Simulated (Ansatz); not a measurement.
# Amorphous Si2O: valence band and core levels, part 3 of 3

How wide do site differences make the core lines of amorphous Si2O?

Ansatz 0.2.0; DFT, PBEsol, plane-wave PAW, scalar-relativistic; PAW set soft_1.

So far. Step 7 (Valence states): The largest force component on a free atom is 0.045 eV/Å, a little over the usual target of 0.03 eV/Å. Step 9 (Z+1 stand-in on atom 2): The run ends at a pressure of 0.02 GPa, with forces up to 1.6 eV/Å.

**10. Z+1 stand-in on atom 3**

System of this step: Si19PO10. The cell holds 30 atoms: 19 Si, 1 P and 10 O. Its edges and angles: a = 8.167 Å, b = 8.167 Å, c = 8.167 Å, α = 90.0°, β = 90.0°, γ = 90.0°.

The same swap on atom 3.

input.yaml reads:

```yaml
crystal:
  lattice:
    - [8.1669974226, 0.0, 0.0]
    - [0.0, 8.1669974226, 0.0]
    - [0.0, 0.0, 8.1669974226]
  atoms:
    - { symbol: Si, position: [1.2135092379, 0.9765257863, 0.6856028153] }
    - { symbol: Si, position: [0.5213101368, 0.6712960436, 0.1295342574] }
    - { symbol: P, position: [1.3263782493, 0.5400939228, 0.6168606193] }
    - { symbol: Si, position: [0.7354869517, 1.3502439042, 0.2211740865] }
    - { symbol: Si, position: [0.4309841216, 1.2830299526, 0.934471648] }
    - { symbol: Si, position: [-0.0328706795, 0.685686179, 0.2103117473] }
    - { symbol: Si, position: [0.5246082123, 0.8458446669, 0.3668722148] }
    - { symbol: Si, position: [0.9968424104, 0.4093705616, 0.1237939071] }
[... 18 atom lines left out ...]
    - { symbol: O, position: [0.9424088005, -0.1855050307, 0.056217493] }
    - { symbol: O, position: [0.4197080766, 0.2484028521, 0.3498215971] }
    - { symbol: O, position: [0.2054927627, 1.0002939609, 1.0675562167] }
    - { symbol: O, position: [0.6470674893, 0.7367890167, 0.4889701997] }
kpoints:
  mp_grid: { grid: [2, 2, 2] }
scf:
  occupations: { method: fermi_dirac, width: 0.03 }
  n_extra_bands: 25
hamiltonian:
  xc: pbesol
  pseudopotentials: { kind: paw, azcp: { folder: soft_1 }, xc_functional: pbe }
output:
  forces: true
  stress: true
```

Run with:

```sh
$ ansatz run input.yaml --threads 8 --pin off --max-ram 23552MiB --backend cpu --events-out ev --progress --plain --runs-dir out
```

The job ended after 4.2 s (8 threads of Arm Neoverse V2, shared host; peak memory 2.1 GiB; 31 s of CPU time).

Numbers from this step:

* free energy: -18159.2253 eV
* energy at zero smearing: -18159.2176 eV
* smearing term TS: 0.01545 eV
* Fermi energy: 5.548 eV
* pressure: 0.01102 GPa

The run ends at a pressure of 0.01 GPa, with forces up to 0.88 eV/Å.

**11. Z+1 stand-in on atom 21**

System of this step: Si20O9F. The cell holds 30 atoms: 20 Si, 1 F and 9 O. Its edges and angles: a = 8.167 Å, b = 8.167 Å, c = 8.167 Å, α = 90.0°, β = 90.0°, γ = 90.0°.

The same swap on atom 21.

Edit input.yaml of step 10 so:

```diff
@@ -8,3 +8,3 @@
     - { symbol: Si, position: [0.5213101368, 0.6712960436, 0.1295342574] }
-    - { symbol: P, position: [1.3263782493, 0.5400939228, 0.6168606193] }
+    - { symbol: Si, position: [1.3263782493, 0.5400939228, 0.6168606193] }
     - { symbol: Si, position: [0.7354869517, 1.3502439042, 0.2211740865] }
@@ -26,3 +26,3 @@
     - { symbol: Si, position: [0.9876555845, 1.2701067105, 0.8714388486] }
-    - { symbol: O, position: [0.4558445674, 0.8190806704, -0.0190306293] }
+    - { symbol: F, position: [0.4558445674, 0.8190806704, -0.0190306293] }
     - { symbol: O, position: [0.8388754003, 0.5040889638, 0.566582491] }
```

It took 5.5 s on 8 threads; peak memory 2.1 GiB.

Numbers from this step:

| Item | Value |
| --- | --- |
| free energy | -18276.5259 eV |
| energy at zero smearing | -18276.5148 eV |
| smearing term TS | 0.02220 eV |
| Fermi energy | 5.560 eV |
| pressure | 1.740 GPa |

The run ends at a pressure of 1.74 GPa, with forces up to 3.6 eV/Å.

**12. Z+1 stand-in on atom 22**

System of this step: Si20O9F. The cell holds 30 atoms: 20 Si, 9 O and 1 F. Cell: a = 8.167 Å, b = 8.167 Å, c = 8.167 Å, α = 90.0°, β = 90.0°, γ = 90.0°.

The same swap on atom 22.

Edit input.yaml of step 11 so:

```diff
@@ -26,4 +26,4 @@
     - { symbol: Si, position: [0.9876555845, 1.2701067105, 0.8714388486] }
-    - { symbol: F, position: [0.4558445674, 0.8190806704, -0.0190306293] }
-    - { symbol: O, position: [0.8388754003, 0.5040889638, 0.566582491] }
+    - { symbol: O, position: [0.4558445674, 0.8190806704, -0.0190306293] }
+    - { symbol: F, position: [0.8388754003, 0.5040889638, 0.566582491] }
     - { symbol: O, position: [1.1419003757, 0.3352561109, 0.2455771427] }
```

Wall time 5 s (8 threads); peak memory 2.1 GiB; 38 s of CPU time.

This step gave:

| Quantity | Value |
| --- | --- |
| free energy | -18277.7536 eV |
| energy at zero smearing | -18277.7454 eV |
| smearing term TS | 0.01623 eV |
| Fermi energy | 5.614 eV |
| pressure | 1.208 GPa |

The run ends at a pressure of 1.21 GPa, with forces up to 4.4 eV/Å.

**13. Z+1 stand-in on atom 23**

System of this step: Si20O9F. The cell holds 30 atoms: 20 Si, 9 O and 1 F. Its edges and angles: a = 8.167 Å, b = 8.167 Å, c = 8.167 Å, α = 90.0°, β = 90.0°, γ = 90.0°.

The same swap on atom 23.

Edit input.yaml of step 12 so:

```diff
@@ -27,4 +27,4 @@
     - { symbol: O, position: [0.4558445674, 0.8190806704, -0.0190306293] }
-    - { symbol: F, position: [0.8388754003, 0.5040889638, 0.566582491] }
-    - { symbol: O, position: [1.1419003757, 0.3352561109, 0.2455771427] }
+    - { symbol: O, position: [0.8388754003, 0.5040889638, 0.566582491] }
+    - { symbol: F, position: [1.1419003757, 0.3352561109, 0.2455771427] }
     - { symbol: O, position: [0.370544407, 0.5583733856, 0.2100735026] }
```

It took 5.1 s on 8 threads; peak memory 2.1 GiB.

Numbers from this step:

* free energy: -18277.8086 eV
* energy at zero smearing: -18277.7962 eV
* smearing term TS: 0.02493 eV
* Fermi energy: 5.725 eV
* pressure: 1.024 GPa

The run ends at a pressure of 1.02 GPa, with forces up to 4.3 eV/Å.

**14. Shifts from the Z+1 runs**

An atom with a screened core hole acts like the next element, so the difference of two such total energies is the shift between the two sites; positive is more bound. Shifts count from the last listed atom of each element.

| atom | region | replaced by | shell meant | free energy (eV) | shift (eV) |
| --- | --- | --- | --- | --- | --- |
| Si1 | - | P | 2p | -18158.909 | +0.32 |
| Si2 | - | P | 2p | -18157.070 | +2.16 |
| Si3 | - | P | 2p | -18159.225 | +0.00 |
| O21 | - | F | 1s | -18276.526 | +1.28 |
| O22 | - | F | 1s | -18277.754 | +0.06 |
| O23 | - | F | 1s | -18277.809 | +0.00 |

The stand-in's nearest image is 8.2 Å away. The method gives no absolute levels and the same shift for every shell of an atom.

**15. Results**

```yaml
strongest_listed_peak_within_13_ev_of_the_zero_at_1486p7_ev: 11.0 eV binding, mostly Si 3s
strongest_listed_peak_within_13_ev_of_the_zero_at_21p2_ev: 4.7 eV binding, mostly O 2p
spread_of_the_si_level_over_the_listed_sites: 2.16 eV
spread_of_the_o_level_over_the_listed_sites: 1.28 eV
```

In words: Over the listed sites the core levels spread as follows: Si 2.16 eV and O 1.28 eV. Among the sites run, the most bound Si 2p level is that of Si2, bonded to 2 Si and 2 O; the least bound, 2.16 eV shallower, that of Si3, bonded to 4 Si. That is the order that electronegative neighbours give as a rule, though screening of the hole enters too. Among the sites run, the most bound O 1s level is that of O21, bonded to 3 Si; the least bound, 1.28 eV shallower, that of O23, bonded to 2 Si. Electronegativity alone would give the other order, so something outweighs it here, such as the screening of the hole. With the next element in place the extra electron enters the lowest empty band of the cell, and its attraction to the stand-in enters the order. At 21.2 eV the valence spectrum has its highest listed peak within 10.8 eV at 4.7 eV (O 2p). At 1486.7 eV the valence spectrum has its highest listed peaks within 13 eV at 2.4 eV (Si 3s), 4.7 eV (Si 3s), 6.1 eV (Si 3s), 9.0 eV (Si 3s) and 11.0 eV (Si 3s), and the deeper O 2s line at 20.6 eV is higher still. The shell named is the one with most of the intensity, cross sections included, not always the one with most states there. The spectra rest on a 2×2×2 mesh, so closely spaced maxima can be ripples of the mesh. The dynamics last under a picosecond in a cell of a few dozen atoms, so the model holds more coordination defects than a real glass, and only a few sites got holes.

[Logs are printed without paths, hosts, clocks, repeated set-up lines and the standing remarks that a program may print on its own settings, such as how far it seeks lower states.]

[Hosts, paths, dates, database ids (printed as entryN), source tags and the programs' standing remarks are cut or masked in the printed files.]

[Maps of the electrostatic potential energy from Ansatz leave out the sawtooth potential of an applied field or a dipole correction, so their vacuum need not be flat; work functions include it.]
